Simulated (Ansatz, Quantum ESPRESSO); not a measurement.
# Complex bands of SiC, zinc blende type, lattice constant set to 4.207 Å, part 4 of 4

Wanted: the complex band structure of SiC, zinc blende type, lattice constant set to 4.207 Å, as for a tunnel barrier.

Quantum ESPRESSO 7.5; plane-wave DFT, LDA, PseudoDojo norm-conserving pseudopotentials; cross-check by Ansatz 0.2.0 with PAW datasets.

So far. Step 2 (Self-consistent run): The run needed 10 iterations to bring the estimated error under 1e-09 Ry.

## (5) Cross-check with Ansatz

A second code with its own PAW datasets, on the same atoms.

Level of this step: plane-wave DFT, LDA, Ansatz PAW (Ansatz 0.2.0).

Input file input.yaml:

```yaml
crystal:
  lattice:
    - [2.9747982285, 0.0, 0.0]
    - [0.0, 2.9747982285, 0.0]
    - [0.0, 0.0, 4.207]
  atoms:
    - { symbol: Si, position: [0.0, 0.0, 0.0] }
    - { symbol: C, position: [0.5, 0.0, 0.25] }
    - { symbol: Si, position: [0.5, 0.5, 0.5] }
    - { symbol: C, position: [0.0, 0.5, 0.75] }
kpoints:
  mp_grid: { grid: [8, 8, 6] }
hamiltonian:
  xc: lda
scf:
  occupations: { method: fixed }
  convergence: { dr2_threshold: 1.0e-09 }
output:
  transmission:
    leads: [[0, 0]]
    kpoints: [[0, 0], [0.5, 0], [0.5, 0.5], [0.25, 0]]
    e_range: [-1.92, 4.48]
    de: 0.16
```

Command:

```
$ ansatz run input.yaml --threads 2 --pin off --max-ram 4096MiB --backend cpu --events-out ev --progress --plain --runs-dir out
```

Numbers of over 12 decimals in the logs are rounded to 6 here.

What it wrote:

```text
Engine: ansatz 0.2.0, aarch64-unknown-linux-gnu
Pseudopotentials: kind: paw
Pseudopotential: Si, paw, valence charge 4, recommended cutoff 420 eV (normal), Si.paw.azcp
Pseudopotential: C, paw, valence charge 4, recommended cutoff 420 eV (normal), C.paw.azcp
Functional definition: SPW92
  exchange = slater_x
  correlation = pw_c
Crystal: 4 atoms, lattice volume = 37.230 Å³
Basis set: ecut = 420 eV, 699 PW (Γ)
Bands: 12, of which v1, the nominal top of the filled ones, is band 8 counted from 1 (7 counted from 0)
Symmetry: 16 space group operations
Space group: F-43m (ITA 216), of the structure as read, at distance tolerance 3.3e-5 Å
k-points: 60 of 384 (time reversal used)
Non-local potential: Si, projectors of the file, l = 0: 2, l = 1: 2, l = 2: 2
Non-local potential: C, projectors of the file, l = 0: 2, l = 1: 2, l = 2: 1
PAW form: soft (Blöchl's): semilocal exchange-correlation on the pseudo side does not see the compensation charge
PAW frozen core: Si, regenerated for the run's functional, and the local potential with it (the file was generated under x = pbe(κ = 0.804, μ = 0.219515), c = pbe(β = 0.066725))
PAW frozen core: C, regenerated for the run's functional, and the local potential with it (the file was generated under x = pbe(κ = 0.804, μ = 0.219515), c = pbe(β = 0.066725))
PAW one-centre angular grid: Si, 110 points (default); XC on 64 Gauss nodes
PAW one-centre angular grid: C, 110 points (default); XC on 64 Gauss nodes
Initial density: superposition of atomic densities (neutral atoms: chi_scale 0, normalization atom), corrected by the library's trained network
Initial wavefunctions: pseudopotential atomic-orbital guess
Functional: x = slater, c = lda
SCF iter   1: F=—  HF=-1704.180015 eV  |F-HF|=—  |Δ(HF+E_count)|=         —  Δρ=7.17e-3  dr2=1.52e-2  ethr=1.77e-3  ⟨swp⟩=4.2  Hψ=4127  notcnv=0  defer=117
preconditioner: auto → none  [insulator: Δε(μ)=1.169 eV  Ē_g=12.645 eV  n_scr=6 (ndim 8)  ℏωp=24.3 eV  f_vac=0.000  ε∞_Penn≈4.7]
SCF iter   2: F=—  HF=-1704.175786 eV  |F-HF|=—  |Δ(HF+E_count)|=   4.23e-3  Δρ=3.19e-3  dr2=1.45e-3  ethr=9.51e-5  ⟨swp⟩=2.9  Hψ=1749  notcnv=0  defer=120
SCF iter   3: F=—  HF=-1704.175414 eV  |F-HF|=—  |Δ(HF+E_count)|=   3.71e-4  Δρ=1.29e-3  dr2=2.46e-4  ethr=9.04e-6  ⟨swp⟩=2.9  Hψ=1265  notcnv=0  defer=116
SCF iter   4: F=—  HF=-1704.175352 eV  |F-HF|=—  |Δ(HF+E_count)|=   6.28e-5  Δρ=5.92e-5  dr2=7.76e-7  ethr=1.54e-6  ⟨swp⟩=1.1  Hψ=748  notcnv=0  defer=6
SCF iter   5: F=—  HF=-1704.175353 eV  |F-HF|=—  |Δ(HF+E_count)|=   1.10e-6  Δρ=1.06e-5  dr2=2.05e-8  ethr=4.85e-9  ⟨swp⟩=2.1  Hψ=1171  notcnv=0
SCF iter   6: F=-1704.175353 eV  HF=-1704.175353 eV  |F-HF|=5.91e-11  |Δ(HF+E_count)|=   5.57e-9  Δρ=1.75e-6  dr2=4.69e-10  ethr=6.25e-12  ⟨swp⟩=4.4  Hψ=2893  notcnv=0
SCF 1 converged in 6 iterations: F = -1704.175353 eV  dr2 = 4.69e-10
  greatest PAW one-centre occupation: 0.652 electrons in one spin orbital (limit 2), on the C atom at site 3 (counted from 0), in its partial waves of l = 0
transmission: 6 of 24 steps passed
transmission: 12 of 24 steps passed
transmission: 18 of 24 steps passed
transmission: 24 of 24 steps passed
SCF converged after 6 iterations
Free energy (F): -1704.175353 eV
Harris-Foulkes:  -1704.175353 eV  (|F-HF|=5.91e-11)
Internal energy: -1704.175353 eV  (E = F + TS)
E sigma→0 (E₀):  -1704.175353 eV
Fermi energy:    10.623902 eV
--- Per-component energies (eV) ---
  E_band       = 71.685980
  E_kinetic    = 283.435302
  E_local      = -199.926608  (includes V_loc(G=0)·N_el)
  E_nonlocal   = 111.027992
  E_hartree    = 61.568619
  E_xc         = -213.424989
  E_vxc        = -223.816845  (∫ρ·V_xc dr)
  E_paw        = -1157.139228  (= ΣΔE_a)
  E_vpaw       = -22.171000  (= ΣTr[D̂ρ^β])
  E_aug_tail   = 0.000031  (compensation charges beyond the density's cutoff)
  E_ewald      = -590.010798
  E_core_change = 0.294326  (= ΣΔE_core)
  E_smearing   = -0.000000  (= −TS)
  E_closure    = 0.000000  (closes the sum)
  Σ components = -1704.175353   (vs F -1704.175353, Δ=0.00e0)
--- Band table (eV; the first three rows and the last of 60) ---
  k-point 0: bands = [... 4 lower, 7.2261, 10.6238, 10.6239, 10.6239, 11.8447, 15.2052, 18.1461, 18.5866]
  k-point 1: bands = [... 4 lower, 7.3835, 10.1183, 10.2625, 10.2625, 12.2064, 15.4304, 17.9388, 18.7118]
  k-point 2: bands = [... 4 lower, 7.8439, 8.9041, 9.4447, 9.4447, 13.2860, 16.1188, 16.6537, 18.8029]
  k-point 59: bands = [... 4 lower, 5.1101, 5.1101, 5.4994, 5.4994, 15.9182, 15.9182, 20.7491, 20.7491]
--- Transmission ---
  basis      : 69 plane waves across, 6 finite elements along
  points     : 4, as listed
  energies   : 41 from -1.920000 to 4.480000 eV about the Fermi level, 0.160000 eV apart; the leads are filled to 0.610416 eV, and channels, transmission and decay are at 0.640000 eV
  crystal 0  : C2Si2, at the sites [0, 0], period 4.2070 Å: whole cells are its period
    offset         : up to 0.0000 Å between an atom of the period and one for which it stands
    channels       : 0.000000e0 a spin
    conductance    : none, the energies end too early or step too widely for 300 K: set another output.transmission.e_range or a lower de, or, where they end at an eighth of basis.ecutwfc, a higher one
    slowest decay  : 0.1737 /Å at (0.5000, 0.5000)
```

The job ended after 11 s (2 threads of Arm Neoverse N1, shared host; peak memory 0.31 GiB; 18 s of CPU time).

Numbers from this step:

```
free energy                                      : -1704.1754 eV
gap by band count                                : 1.221 eV
symmetry operations                              : 16
slowest decay at the grid energy nearest mid-gap : 0.1737 Å⁻¹
peak of the smallest κ at the zone centre        : 0.2696 Å⁻¹
peak of the smallest κ at (1/4, 0)               : 0.4194 Å⁻¹
valence top, on the run's zero                   : 10.62 eV
```

K across = (0, 0) in the cell's reciprocal vectors; values within 0.0025 1/Å of each other count once, columns are sorted by size at each energy, a dash where no further value was kept. Table of Im kz of the slowest decaying states by energy, zero at the highest filled level of the SCF mesh:

```csv
energy (eV),decay 1 (Å⁻¹),decay 2 (Å⁻¹),decay 3 (Å⁻¹)
-1.92,0.772,1.33,-
-1.76,0.749,1.32,-
-1.60,0.726,1.30,-
-1.44,0.703,1.29,-
-1.28,0.679,1.27,-
-1.12,0.654,1.25,-
-0.96,0.630,1.24,-
-0.64,0.578,1.20,-
-0.48,0.551,1.18,-
-0.32,0.523,1.16,-
-0.16,0.494,1.15,-
0.00,0.0104,0.0142,0.463
0.16,0.134,0.156,0.431
0.32,0.186,0.217,0.396
0.48,0.225,0.260,0.359
0.64,0.256,0.295,0.317
0.80,0.270,0.283,0.324
0.96,0.212,0.305,0.349
1.12,0.132,0.325,0.370
1.44,0.358,0.404,0.936
1.60,0.371,0.418,0.912
1.76,0.383,0.431,0.888
1.92,0.394,0.442,0.862
2.08,0.404,0.451,0.836
2.24,0.412,0.459,0.809
2.40,0.419,0.466,0.781
2.56,0.425,0.472,0.752
2.72,0.430,0.478,0.722
2.88,0.435,0.482,0.690
3.04,0.438,0.485,0.656
3.20,0.441,0.487,0.621
3.52,0.444,0.490,0.544
3.68,0.444,0.490,0.501
3.84,0.444,0.454,0.489
4.00,0.402,0.443,0.488
4.16,0.342,0.441,0.486
4.32,0.269,0.438,0.483
4.48,0.167,0.435,0.479
```

K across = (0, 0) in the cell's reciprocal vectors. Table of Re kz of states that move upwards by energy, zero at the highest filled level of the SCF mesh:

```csv
energy (eV),channel 1 (Å⁻¹),channel 2 (Å⁻¹),channel 3 (Å⁻¹)
-1.92,-0.705,-0.705,-0.532
-1.60,-0.614,-0.614,-0.477
-1.28,-0.526,-0.526,-0.418
-0.96,-0.437,-0.437,-0.354
-0.64,-0.342,-0.342,-0.283
-0.32,-0.233,-0.233,-0.195
-0.16,-0.161,-0.161,-0.136
0.00,-,-,-
0.16,-,-,-
0.48,-,-,-
0.80,-,-,-
1.12,-,-,-
1.44,0.194,-,-
1.76,0.304,-,-
2.08,0.384,-,-
2.40,0.450,-,-
2.72,0.508,-,-
2.88,0.535,-,-
3.20,0.586,-,-
3.52,0.634,-,-
3.84,0.681,-,-
4.16,0.726,-,-
4.48,-0.723,-,-
```

K across = (1/2, 0) in the cell's reciprocal vectors; values within 0.0025 1/Å of each other count once, columns are sorted by size at each energy, a dash where no further value was kept. Im kz of the slowest decaying states against energy, zero at the highest filled level of the SCF mesh:

```csv
energy (eV),decay 1 (Å⁻¹),decay 2 (Å⁻¹),decay 3 (Å⁻¹)
-1.92,0.783,1.47,-
-1.76,0.715,1.45,-
-1.60,0.630,1.43,-
-1.44,0.510,1.42,-
-1.28,0.289,1.40,-
-1.12,1.38,-,-
-0.96,0.0967,0.369,1.37
-0.64,0.183,0.586,1.33
-0.48,0.211,0.638,1.31
-0.32,0.235,0.677,1.30
-0.16,0.256,0.705,1.28
0.00,0.275,0.728,1.26
0.16,0.291,0.746,1.24
0.32,0.306,0.760,1.22
0.48,0.319,0.771,1.20
0.64,0.332,0.779,1.18
0.80,0.343,0.786,1.16
0.96,0.353,0.790,1.14
1.12,0.362,0.793,1.12
1.44,0.377,0.796,1.08
1.60,0.384,0.795,1.06
1.76,0.390,0.794,1.04
1.92,0.395,0.792,1.01
2.08,0.399,0.788,0.991
2.24,0.403,0.784,0.968
2.40,0.406,0.780,0.945
2.56,0.409,0.774,0.921
2.72,0.411,0.768,0.896
2.88,0.412,0.761,0.872
3.04,0.412,0.754,0.846
3.20,0.412,0.746,0.820
3.52,0.409,0.728,0.766
3.68,0.406,0.718,0.738
3.84,0.403,0.707,-
4.00,0.399,0.678,0.696
4.16,0.393,0.647,0.684
4.32,0.387,0.614,0.672
4.48,0.380,0.580,0.659
```

K across = (1/2, 1/2) in the cell's reciprocal vectors; values within 0.0025 1/Å of each other count once, columns are sorted by size at each energy, a dash where no further value was kept. The Im kz of the slowest decaying states by energy, zero at the highest filled level of the SCF mesh:

```csv
energy (eV),decay 1 (Å⁻¹),decay 2 (Å⁻¹)
-1.92,0.271,0.336
-1.76,0.276,0.347
-1.60,0.279,0.357
-1.44,0.280,0.366
-1.28,0.281,0.373
-1.12,0.279,0.379
-0.96,0.277,0.385
-0.64,0.269,0.393
-0.48,0.262,0.396
-0.32,0.255,0.398
-0.16,0.246,0.399
0.00,0.236,0.400
0.16,0.224,0.400
0.32,0.210,0.400
0.48,0.193,0.399
0.64,0.174,0.397
0.80,0.150,0.395
0.96,0.120,0.392
1.12,0.0755,0.388
1.44,0.380,-
1.60,0.374,-
1.76,0.368,-
1.92,0.362,-
2.08,0.355,-
2.24,0.347,-
2.40,0.338,-
2.56,0.329,-
2.72,0.319,-
2.88,0.307,-
3.04,0.295,-
3.20,0.282,-
3.52,0.251,-
3.68,0.234,-
3.84,0.213,-
4.00,0.190,-
4.16,0.163,-
4.32,0.130,-
4.48,0.0812,-
```

K across = (1/4, 0) in the cell's reciprocal vectors; values within 0.0025 1/Å of each other count once, columns are sorted by size at each energy, a dash where no further value was kept. Im kz of the slowest decaying states against energy, zero at the highest filled level of the SCF mesh:

```csv
energy (eV),decay 1 (Å⁻¹),decay 2 (Å⁻¹),decay 3 (Å⁻¹)
-1.92,0.0911,1.12,-
-1.76,0.0724,1.10,-
-1.44,1.06,-,-
-1.28,1.04,-,-
-0.96,0.993,-,-
-0.80,0.970,-,-
-0.64,0.948,-,-
-0.32,0.164,0.901,1.47
-0.16,0.203,0.878,1.46
0.00,0.189,0.234,0.853
0.32,0.283,0.332,0.804
0.48,0.302,0.380,0.778
0.80,0.335,0.456,0.725
0.96,0.349,0.487,0.698
1.12,0.362,0.515,0.670
1.44,0.383,0.564,0.610
1.60,0.393,0.579,0.586
1.76,0.401,0.546,0.606
2.08,0.414,0.476,0.644
2.24,0.419,0.437,0.662
2.56,0.349,0.428,0.698
2.72,0.295,0.431,0.717
2.88,0.231,0.433,0.737
3.20,0.435,0.790,0.963
3.36,0.435,0.852,0.885
3.52,0.434,0.861,1.29
3.84,0.431,0.844,1.26
4.00,0.428,0.835,1.24
4.32,0.419,0.815,1.20
4.48,0.414,0.804,1.17
```

## (6) The arithmetic

T falls as exp(−2κd). With κ = 0.179 1/Å, 10 Å of barrier pass exp(−2 × 0.179 × 10) = 0.028 of that channel, interfaces aside.

## (7) Outcome

| Property | Result |
| --- | --- |
| gap on the SCF mesh | 1.24 eV |
| smallest κ at mid-gap among the four k points, at (1/2, 1/2) | 0.179 Å⁻¹ |
| peak of the smallest κ in the stop band at the zone centre | 0.275 Å⁻¹ |
| peak of the smallest κ in the stop band at (1/4, 0) | 0.417 Å⁻¹ |
| energy of the peak at the zone centre, over the highest filled level | 0.80 eV |
| peak at the zone centre by Ansatz | 0.270 Å⁻¹ |

In words: With a gap of 1.24 eV on the mesh, the smallest κ at mid-gap among the four k points, at (1/2, 1/2) is 0.179 Å⁻¹ (LDA, PseudoDojo norm-conserving). For a barrier with the Fermi level at mid-gap the slowest state found, at (1/2, 1/2), loses a factor of ten in probability every 6.4 Å or so. Stop bands away from the zone centre are mostly wider than the gap, so their peaks can lie above the conduction bottom. The X valleys along [100] and [010] project onto (1/2, 1/2) in this cell. At the zone centre pwcond's peak is 0.275 and Ansatz's 0.270 1/Å, 2 % apart. The cell is the a/√2 one, turned by 45°, with two primitive cells, so X along [001] folds onto kz = 0. A semilocal gap is too small, often by a third to a half and by more in narrow-gap crystals, so real barriers decay faster.

[Logs are printed without paths, hosts, clocks, repeated set-up lines and the standing remarks that a program may print on its own settings, such as how far it seeks lower states.]

[Hosts, paths, dates, database ids (printed as entryN), source tags and the programs' standing remarks are cut or masked in the printed files.]

[Maps of the electrostatic potential energy from Ansatz leave out the sawtooth potential of an applied field or a dipole correction, so their vacuum need not be flat; planar profiles and work functions include it.]
